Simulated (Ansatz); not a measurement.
## Rb2Pt (built on the sites of a database entry of Li2Pd): a soft mode frozen in

Which phase does Rb2Pt (built on the sites of a database entry of Li2Pd) fall into along its unstable mode, and how much energy does it gain?

Program: Ansatz 0.2.0. Level of theory: DFT LDA, scalar-relativistic, plane waves, norm-conserving pseudopotentials. Results are calculated unless marked as measured.

Report form: the programs' logs are mostly left out.

The structure was built from a prototype and need not be the compound's stable phase.

**1. The structure**

Symmetry: P6/mmm, No. 191, hexagonal system. The conventional cell has a = 5.401 Å, b = 5.401 Å, c = 3.200 Å, α = 90.00°, β = 90.00°, γ = 120.00°. Rb has 5 Rb at 3.12 to 3.20 Å and 6 Pt at 3.50 Å nearest. Nearest to Pt lie 2 Pt at 3.20 Å and 12 Rb at 3.50 Å. Farther neighbours are not listed.

**2. The dispersion**

The cell comes from relaxations at this level that are not shown. Stability and thermal properties need the whole zone. Linear response on a 2×2×2 q mesh gives force constants as far as a supercell of that size would.

The input, input.yaml:

```yaml
crystal:
  lattice:
    - [5.4012730199, -2.6522e-06, 0.0]
    - [-2.7006342131, 4.6776409741, 0.0]
    - [0.0, 0.0, 3.199767396]
  atoms:
    - { symbol: Rb, position: [0.3333333333, 0.6666666667, 0.5] }
    - { symbol: Rb, position: [0.6666666667, 0.3333333333, 0.5] }
    - { symbol: Pt, position: [0.0, 0.0, 0.0] }
kpoints:
  mp_grid: { grid: [10, 10, 16] }
hamiltonian:
  xc: lda
  pseudopotentials: { kind: nc }
scf:
  occupations: { method: methfessel_paxton, width: 0.2 }
output:
  eigenvalues: true
phonons:
  method: dfpt
  qmesh: [2, 2, 2]
  temperatures: { t_max: 1000, t_step: 50 }
  qpath:
    path:
      - [[0.0, 0.0, 0.0], [0.5, 0.0, 0.0], [0.33333333, 0.33333333, 0.0], [0.0, 0.0, 0.0], [0.0, 0.0, 0.5], [0.5, 0.0, 0.5], [0.33333333, 0.33333333, 0.5], [0.0, 0.0, 0.5]]
      - [[0.5, 0.0, 0.5], [0.5, 0.0, 0.0]]
      - [[0.33333333, 0.33333333, 0.5], [0.33333333, 0.33333333, 0.0]]
    npoints: 10
```

Run with:

```bash
ansatz run input.yaml --threads 8 --pin off --max-ram 14336MiB --backend cpu --events-out ev --progress --plain --runs-dir out
```

Run time: 4.7 min. Hardware: 8 threads of Arm Neoverse V2, shared host; peak memory 4.6 GiB; 37 min of CPU time.

This step gave:

```
volume per atom                                         : 26.95 Å³
gap on the k-mesh                                       : 0 eV
sum-rule residual before enforcement                    : 1.96e-4 eV/Å²
lowest frequency on the path                            : -69.91 cm⁻¹
point group                                             : 6/mmm
highest frequency on the path or at a solved wavevector : 148.1 cm⁻¹
highest optical mode at the zone centre (no LO-TO term) : 136.9 cm⁻¹
lowest optical zone-centre mode                         : -34.67 cm⁻¹
lowest mode on the q mesh (acoustic modes at Γ apart)   : -69.91 cm⁻¹
```

Frequencies (cm⁻¹) solved at each irreducible wavevector; negative means imaginary. Frequencies by wavevector, by row:

| q in reciprocal lattice units | star | mode 1 | mode 2 | mode 3 | mode 4 | mode 5 | mode 6 | mode 7 | mode 8 | mode 9 |
| --- | --- | --- | --- | --- | --- | --- | --- | --- | --- | --- |
| 0 0 0 | 1 | -34.7 | 0 | 0 | 0 | 46.1 | 63.6 | 63.6 | 136.9 | 136.9 |
| 0 0 -0.5 | 1 | -67.5 | 8.1 | 8.1 | 65 | 65 | 123 | 124.2 | 124.2 | 148.1 |
| 0 -0.5 0 | 3 | -24.6 | 2.8 | 26.6 | 32 | 41.5 | 61.4 | 80.3 | 124.5 | 140.7 |
| 0 -0.5 -0.5 | 3 | -69.9 | -27.3 | 67.1 | 67.2 | 67.3 | 108.4 | 127.1 | 130.4 | 137.5 |

Interpolated from a 2×2×2 q mesh, rough between the solved points. Phonon branches along the path, in cm⁻¹:

| point | branch 1 | branch 2 | branch 3 | branch 4 | branch 5 | branch 6 | branch 7 | branch 8 | branch 9 |
| --- | --- | --- | --- | --- | --- | --- | --- | --- | --- |
| Γ | -35 | 0 | 0 | 0 | 46 | 64 | 64 | 137 | 137 |
| halfway | -31 | 6 | 8 | 40 | 43 | 56 | 72 | 131 | 139 |
| M | -25 | 3 | 27 | 32 | 42 | 61 | 80 | 124 | 141 |
| halfway | -23 | -9 | 13 | 32 | 47 | 62 | 87 | 117 | 144 |
| K | -17 | -17 | -13 | 31 | 56 | 56 | 102 | 102 | 146 |
| halfway | -30 | 4 | 6 | 38 | 49 | 55 | 75 | 128 | 140 |
| Γ | -35 | 0 | 0 | 0 | 46 | 64 | 64 | 137 | 137 |
| halfway | -43 | 19 | 19 | 62 | 62 | 83 | 108 | 131 | 131 |
| A | -68 | 8 | 8 | 65 | 65 | 123 | 124 | 124 | 148 |
| halfway | -69 | -19 | 46 | 66 | 66 | 118 | 126 | 126 | 144 |
| L | -70 | -27 | 67 | 67 | 67 | 108 | 127 | 130 | 138 |
| halfway | -70 | -30 | 67 | 67 | 74 | 102 | 129 | 131 | 136 |
| H | -70 | -33 | 68 | 68 | 89 | 89 | 130 | 134 | 134 |
| halfway | -70 | -22 | 53 | 66 | 66 | 115 | 126 | 127 | 143 |
| A | -68 | 8 | 8 | 65 | 65 | 123 | 124 | 124 | 148 |
| jump to L | -70 | -27 | 67 | 67 | 67 | 108 | 127 | 130 | 138 |
| halfway | -44 | -4 | 56 | 63 | 75 | 91 | 97 | 117 | 134 |
| M | -25 | 3 | 27 | 32 | 42 | 61 | 80 | 124 | 141 |
| jump to H | -70 | -33 | 68 | 68 | 89 | 89 | 130 | 134 | 134 |
| halfway | -44 | -25 | 62 | 62 | 94 | 94 | 96 | 96 | 138 |
| K | -17 | -17 | -13 | 31 | 56 | 56 | 102 | 102 | 146 |

Symmetry leaves 4 wavevectors to solve. The lowest mode among them, the acoustic zeros apart, lies at q = (0, -0.5, -0.5) and is imaginary, 69.9i cm⁻¹, so the energy falls along it.

**3. The mode frozen in, largest atomic shift 0 Å**

The mode followed lies at q = (0, -0.5, -0.5) with frequency 69.9i cm⁻¹, the softest among the wavevectors solved. At small amplitude the distorted cell has space group no. 71 by a symmetry search on the positions. The undistorted cell that holds it gives the zero of energy on the same k mesh.

System of this step: Rb2Pt (built on the sites of a database entry of Li2Pd). Symmetry: P6/mmm, No. 191, hexagonal system. Conventional cell: a = 5.401 Å, b = 5.401 Å, c = 3.200 Å, α = 90.00°, β = 90.00°, γ = 120.00°. Nearest to Rb lie 5 Rb at 3.12 to 3.20 Å and 6 Pt at 3.50 Å. Pt has 2 Pt at 3.20 Å and 12 Rb at 3.50 Å nearest. Farther neighbours are not listed.

The input, input.yaml:

```yaml
crystal:
  lattice:
    - [-5.4012730199, 2.6522e-06, 0.0]
    - [-2.7006388068, -4.6776383219, -3.199767396]
    - [-2.7006388068, -4.6776383219, 3.199767396]
  atoms:
    - { symbol: Rb, position: [0.3333333333, 0.9166666667, 0.4166666667] }
    - { symbol: Rb, position: [0.3333333333, 0.4166666667, 0.9166666667] }
    - { symbol: Rb, position: [0.6666666667, 0.0833333333, 0.5833333333] }
    - { symbol: Rb, position: [0.6666666667, 0.5833333333, 0.0833333333] }
    - { symbol: Pt, position: [0.0, 0.5, 0.5] }
    - { symbol: Pt, position: [0.0, 0.0, 0.0] }
kpoints:
  mp_grid: { grid: [8, 8, 8] }
hamiltonian:
  xc: lda
  pseudopotentials: { kind: nc }
scf:
  occupations: { method: methfessel_paxton, width: 0.2 }
output:
  forces: true
  stress: true
  eigenvalues: true
```

Wall time 22 s (8 threads); peak memory 2.5 GiB; 2.9 min of CPU time.

This step gave:

- pressure: 0.004513 GPa
- energy from the undistorted cell: 0 meV/atom

The run ends at a pressure of 0.00 GPa, with forces up to 2.0e-4 eV/Å.

**4. The mode frozen in, largest atomic shift 0.32 Å**

The atoms are moved along the unstable eigenvector, the largest shift by 0.32 Å, with the cell fixed.

The input, input.yaml:

```yaml
crystal:
  lattice:
    - [-5.4012730199, 2.6522e-06, 0.0]
    - [-2.7006388068, -4.6776383219, -3.199767396]
    - [-2.7006388068, -4.6776383219, 3.199767396]
  atoms:
    - { symbol: Rb, position: [0.3371822226, 0.9128177774, 0.4128177774] }
    - { symbol: Rb, position: [0.329484444, 0.420515556, 0.920515556] }
    - { symbol: Rb, position: [0.670515556, 0.079484444, 0.579484444] }
    - { symbol: Rb, position: [0.6628177774, 0.5871822226, 0.0871822226] }
    - { symbol: Pt, position: [0.0, 0.4499963653, 0.5500036347] }
    - { symbol: Pt, position: [0.0, 0.0500036347, -0.0500036347] }
kpoints:
  mp_grid: { grid: [8, 8, 8] }
hamiltonian:
  xc: lda
  pseudopotentials: { kind: nc }
scf:
  occupations: { method: methfessel_paxton, width: 0.2 }
output:
  forces: true
  stress: true
  eigenvalues: true
  write_density: true
  write_potential: true
  elf: true
  volumetric_format: npy
```

It took 29 s on 8 threads; peak memory 2.5 GiB.

Numbers from this step:

```yaml
pressure: 1.925 GPa
energy_from_the_undistorted_cell: -26.56 meV/atom
```

The energy, extrapolated to zero smearing, is -26.56 meV/atom against the undistorted cell.

The run ends at a pressure of 1.92 GPa, with forces up to 0.32 eV/Å.

**5. Energy along the mode, all amplitudes (two of the runs are shown above)**

An imaginary frequency means negative curvature, so the energy should fall and then rise again as anharmonic terms take over.

Numbers from this step:

```
depth at the lowest point sampled  : 26.56 meV/atom
largest atomic shift at that point : 0.32 Å
```

Table of energy from the parent by largest atomic shift:

| largest atomic shift (Å) | energy from the parent (meV/atom) |
| --- | --- |
| 0.000 | 0 |
| 0.040 | -0.94 |
| 0.080 | -3.68 |
| 0.140 | -10.6 |
| 0.220 | -22.0 |
| 0.320 | -26.6 |
| 0.450 | 49.7 |

Displacement at unit largest shift by atom:

| atom | x (Å) | y (Å) | z (Å) | size |
| --- | --- | --- | --- | --- |
| Rb1 | 0.00 | 0.11 | 0.00 | 0.11 |
| Rb2 | 0.00 | -0.11 | 0.00 | 0.11 |
| Rb3 | 0.00 | 0.11 | 0.00 | 0.11 |
| Rb4 | 0.00 | -0.11 | 0.00 | 0.11 |
| Pt5 | 0.00 | 0.00 | 1.00 | 1.00 |
| Pt6 | 0.00 | 0.00 | -1.00 | 1.00 |

The lowest of the steps tried is at 0.32 Å, 26.6 meV/atom below the parent; the bottom of the well need not coincide with a step.

**6. Relaxation from the frozen mode**

Starting from the lowest point found, all atoms and the cell are let go, so that strain and other modes of the same symmetry can join in.

input.yaml: that of step 4 with these lines changed.

```diff
@@ -27 +27,6 @@
   volumetric_format: npy
+relax:
+  adjacent_minimum: "off"
+  f_tol: 0.002
+  max_steps: 120
+  cell: { stress_tol: 0.03 }
```

It took 3.2 min on 8 threads; peak memory 2.8 GiB; 25 min of CPU time.

Step by step:

| step | energy less that of the first step (eV) | largest force component (eV/Å) | pressure (GPa) | volume (Å³) |
| --- | --- | --- | --- | --- |
| 1 | 0.0000 | 0.3167 | 1.92 | 161.69 |
| 2 | -0.0768 | 0.0869 | 0.25 | 169.91 |
| 3 | -0.0924 | 0.0767 | 0.03 | 172.88 |
| 4 | -0.0954 | 0.0116 | 0.03 | 174.40 |
| 5 | -0.0956 | 0.0024 | 0.00 | 174.52 |
| 6 | -0.0956 | 0.0003 | 0.00 | 174.53 |
| 7* | -0.0990 | 0.0003 | 0.05 | 174.53 |
| 8 | -0.0991 | 0.0006 | 0.01 | 175.07 |
| 9* | -0.0991 | 0.0006 | 0.01 | 175.07 |

Relaxation steps marked * repeat the geometry before them on a plane-wave basis chosen anew for their cell, so energy and pressure can jump there.

The run keeps the 8 symmetry operations that it works with, so distortions that break them were not tested.

| conventional cell, symmetrised | before | after | change |
| --- | --- | --- | --- |
| a (Å) | 5.401 | 5.505 | +1.9 % |
| b (Å) | 6.400 | 6.840 | +6.9 % |
| c (Å) | 9.355 | 9.300 | -0.6 % |
| volume (Å³/atom) | 26.95 | 29.18 | +8.3 % |

The atoms that moved most (Å, as changes of fractional coordinates times the final cell):

| atom | dx | dy | dz | length |
| --- | --- | --- | --- | --- |
| Pt6 | 0.000 | 0.000 | -0.074 | 0.074 |
| Pt5 | 0.000 | 0.000 | 0.074 | 0.074 |
| Rb3 | 0.000 | 0.036 | 0.000 | 0.036 |
| Rb2 | 0.000 | -0.036 | 0.000 | 0.036 |
| Rb4 | 0.000 | 0.016 | 0.000 | 0.016 |
| Rb1 | 0.000 | -0.016 | 0.000 | 0.016 |

Final coordinates:

```cif
data_structure
_symmetry_space_group_name_H-M 'P 1'
_symmetry_Int_Tables_number 1
_cell_length_a 5.5050
_cell_length_b 6.3947
_cell_length_c 6.3947
_cell_angle_alpha 64.659
_cell_angle_beta 64.505
_cell_angle_gamma 64.505
_cell_volume 175.07
loop_
_atom_site_label
_atom_site_type_symbol
_atom_site_fract_x
_atom_site_fract_y
_atom_site_fract_z
_atom_site_occupancy
Rb1 Rb 0.33543 0.91457 0.41457 1
Rb2 Rb 0.32561 0.42439 0.92439 1
Rb3 Rb 0.67439 0.07561 0.57561 1
Rb4 Rb 0.66457 0.58543 0.08543 1
Pt5 Pt 0.00000 0.43923 0.56077 1
Pt6 Pt 0.00000 0.06077 0.93923 1
```

This step gave:

- pressure: 0.007338 GPa
- volume per atom: 29.18 Å³

Electrostatic potential energy in the bc plane of the conventional cell at fractional x = 0.000, with atoms of Rb and Pt within 0.2 Å of it. With pseudopotentials it is smooth inside the atoms' cores, unlike the true potential.

Ten even steps from '0' (-104 eV) to '9' (14 eV), each cell a mean:
```
9720048999999710059
9974589999999864589
9998999999999998999
9999999999999999999
9999999999999999999
8899999987789999988
7789999876778999877
5679999765678999876
5779999876678999876
7789999877789999987
8899999998999999998
9999999999999999999
9999999999999999999
7899999988899999988
6789999877779999877
5679999765678999875
6779999765678999876
7789999877789999987
8999999988899999999
9999999999999999999
9999999999999999999
9987899999999987899
9851269999999841379
9710038999999600048
```
Columns run along b (6.8 Å; values clipped at the 3rd and 97th percentile), rows up along c (9.3 Å), edges of the conventional cell, whose origin can differ from the input's. Atoms in or near the plane, at fractional coordinates: Rb at (0.00, 0.34), Rb at (0.50, 0.33), Rb at (0.50, 0.67), Rb at (0.00, 0.66), Pt at (0.19, 0.00), Pt at (0.81, 0.00).

ELF in the bc plane of the conventional cell at fractional x = 0.000, with atoms of Rb and Pt within 0.2 Å of it. It is the smooth field of the valence electrons, not physical close to the nuclei.

Ten even steps from '_' (0.03) to '@' (0.87), each cell a mean:
```
--==##++####--::::::::::::++%%++##**--
----++##**++----::::::::--==**##**==--
::----======--::......::--========--::
....::------::..________..------::....
::......::..__..--++==::__..::......::
%%##==..____..**%%@@@@##--______::**%%
%%@@%%==____++@@@@**##@@##::__..##@@%%
..##@@**____**@@##__--@@%%--__--%%@@--
--%%@@++____++@@%%++**@@%%::__--%%@@++
@@@@%%--____--##@@@@@@%%++____..**@@@@
##**==..______::++****==..______::++##
....________________________________..
==--..__________::::::..__________::--
@@%%**::____..++%%@@%%**::______==%%@@
##@@@@==____==%%@@@@@@@@**..__::##@@%%
__##@@**____**@@##..==@@%%::__--%%@@--
==%%@@++____**@@##::==@@%%::__::%%@@++
@@@@##::____--%%@@%%@@@@**..__..++@@@@
**==::______..--##%%##++::______..--++
......::--::..__..::::..__..--::......
..::----====--..______..::--==----::::
----==++++==----::....::--====++==----
--==**####**--::::::::::--==######++--
--==##--++##--::::::::::::++##::****--
```
Columns run along b (6.8 Å), rows up along c (9.3 Å), edges of the conventional cell, whose origin can differ from the input's. Atoms in or near the plane, at fractional coordinates: Rb at (0.00, 0.34), Rb at (0.50, 0.33), Rb at (0.50, 0.67), Rb at (0.00, 0.66), Pt at (0.19, 0.00), Pt at (0.81, 0.00).

Valence density in the bc plane of the conventional cell at fractional x = 0.000, with atoms of Rb and Pt within 0.2 Å of it. It is the smooth field of the valence electrons, not physical close to the nuclei.

Ten steps, logarithmic in the rise over the least value, from '_' (0.0 e/Å³) to '@' (8.0 e/Å³), each cell a mean:
```
==**@@@@@@%%++::..____..--##@@@@@@%%++
--==##%%%%**--::..____..::++##%%%%**--
::--==++==--::..______....--==++==--::
....::::::....__________....::::::....
::::......__....::--::::..__........::
++==::..____..--++**++==::______::--++
****++::____::++********==..__..--****
==**++--....--****--++**==..__::==**++
++**++--....--++********==..__..==****
****==::____..--++****==::____..--++**
==--::________..------::..______..--==
::..____________......____________....
::::..__________..::::..__________..::
++==--..____..::==++==--..______::==++
****++::____::==******++--..__..--****
==****--....--****==****==..__::==**++
++**++--__..--++**++****==..__..==****
****==::____::==******++--..__..--++**
----::..____..::======--..______..::--
......................................
..::::----::....________..::::----::..
::--++****==--..______..::--++****==--
--++%%@@@@##==::..____..--**%%@@@@##==
==##@@%%@@@@++::..____..--##@@%%@@%%++
```
Columns run along b (6.8 Å), rows up along c (9.3 Å), edges of the conventional cell, whose origin can differ from the input's. Atoms in or near the plane, at fractional coordinates: Rb at (0.00, 0.34), Rb at (0.50, 0.33), Rb at (0.50, 0.67), Rb at (0.00, 0.66), Pt at (0.19, 0.00), Pt at (0.81, 0.00).

The distorted start has space group Immm; the relaxation ends in Immm.

**7. The new phase in its own primitive cell**

The relaxed structure is symmetrised, reduced to its primitive cell and relaxed tightly, as its phonons need.

The input, input.yaml:

```yaml
crystal:
  lattice:
    - [-2.7524835327, 3.4197820967, 4.6498267705]
    - [2.7524835327, -3.4197820967, 4.6498267705]
    - [2.7524835327, 3.4197820967, -4.6498267705]
  atoms:
    - { symbol: Rb, position: [0.3354254137, 0.3354254137, 0.0] }
    - { symbol: Rb, position: [0.8256101611, 0.3256101611, 0.5] }
    - { symbol: Rb, position: [0.1743898389, 0.6743898389, 0.5] }
    - { symbol: Rb, position: [0.6645745863, 0.6645745863, 0.0] }
    - { symbol: Pt, position: [0.1892289388, 0.0, 0.1892289388] }
    - { symbol: Pt, position: [0.8107710612, 0.0, 0.8107710612] }
kpoints:
  mp_grid: { grid: [8, 8, 8] }
hamiltonian:
  xc: lda
  pseudopotentials: { kind: nc }
scf:
  occupations: { method: methfessel_paxton, width: 0.2 }
output:
  forces: true
  stress: true
  eigenvalues: true
relax:
  adjacent_minimum: "off"
  f_tol: 0.001
  max_steps: 60
  cell: { stress_tol: 0.01 }
```

It took 1.9 min on 8 threads; peak memory 2.8 GiB; 15 min of CPU time.

Little changed from the start: no atom moved by 0.005 Å and no cell edge by 0.1 %.

This step gave:

| Property | Result |
| --- | --- |
| pressure | 9.49e-4 GPa |
| volume per atom | 29.19 Å³ |

The largest force component left is 0.46 meV/Å and the pressure is 0.001 GPa, within the tolerances set. The cell now holds 29.19 Å³/atom.

**8. Modes of the new phase, k-mesh 8×8×8**

A relaxed structure may still be a saddle point, so its zone-centre modes are computed. No field response is asked, since the mesh shows no gap.

The input, input.yaml:

```yaml
crystal:
  lattice:
    - [-2.7529179041, 3.4214253575, 4.6492149564]
    - [2.7529179041, -3.4214253575, 4.6492149564]
    - [2.7529179041, 3.4214253575, -4.6492149564]
  atoms:
    - { symbol: Rb, position: [0.3354038833, 0.3354038833, 0.0] }
    - { symbol: Rb, position: [0.8255918716, 0.3255918716, 0.5] }
    - { symbol: Rb, position: [0.1744081284, 0.6744081284, 0.5] }
    - { symbol: Rb, position: [0.6645961167, 0.6645961167, 0.0] }
    - { symbol: Pt, position: [0.1891311513, 0.0, 0.1891311513] }
    - { symbol: Pt, position: [0.8108688487, 0.0, 0.8108688487] }
kpoints:
  mp_grid: { grid: [8, 8, 8] }
hamiltonian:
  xc: lda
  pseudopotentials: { kind: nc }
scf:
  occupations: { method: methfessel_paxton, width: 0.2 }
output:
  eigenvalues: true
phonons:
  method: dfpt
```

It took 20 min on 8 threads; peak memory 11 GiB.

The run was cut off at the time limit after its SCF cycle had converged; no result of it is taken.

**9. Results**

```yaml
unstable_mode_of_the_parent: q = (0, -0.5, -0.5), 70i cm⁻¹
depth_at_the_lowest_point_sampled: 26.6 meV/atom
largest_atomic_shift_at_that_point: 0.32 Å
space_group_reached_within_0p01_a: Immm
energy_gained_over_the_parent_first_relaxation_on_the_mesh_of_the_frozen_mode: 43.2 meV/atom
volume_per_atom_phase_reached: 29.2 Å³
```

In words: Along this mode the structure falls into Immm, 43.2 meV/atom below the parent. At the parent's cell the well is 26.56 meV/atom deep on the steps tried, with its lowest point at a shift of 0.32 Å. Relaxing atoms and cell changes the gain by +16.59 meV/atom against the lowest step (energies at zero smearing). The modes of the phase reached were not computed on this path. Of the 2 patterns followed to their end from this parent, this one reaches the lowest energy. Each path keeps the symmetry of its pattern, so a lower phase may lie along a pattern not tried. The q mesh stands for a supercell only 6.4 Å across, so branches between the solved wavevectors are rough. With no gap, or one that is small against the smearing, the frequencies hang on the k mesh and the smearing, most of all near Kohn anomalies. Spin-orbit coupling is left out, which can matter for the heavy elements here. The starting cell was built on a prototype and not taken from a measurement, so the phase need not exist.

[Logs are printed without paths, hosts, clocks, repeated set-up lines and the standing remarks that a program may print on its own settings, such as how far it seeks lower states.]

[Hosts, paths, dates, database ids (printed as entryN), source tags and the programs' standing remarks are cut or masked in the printed files.]
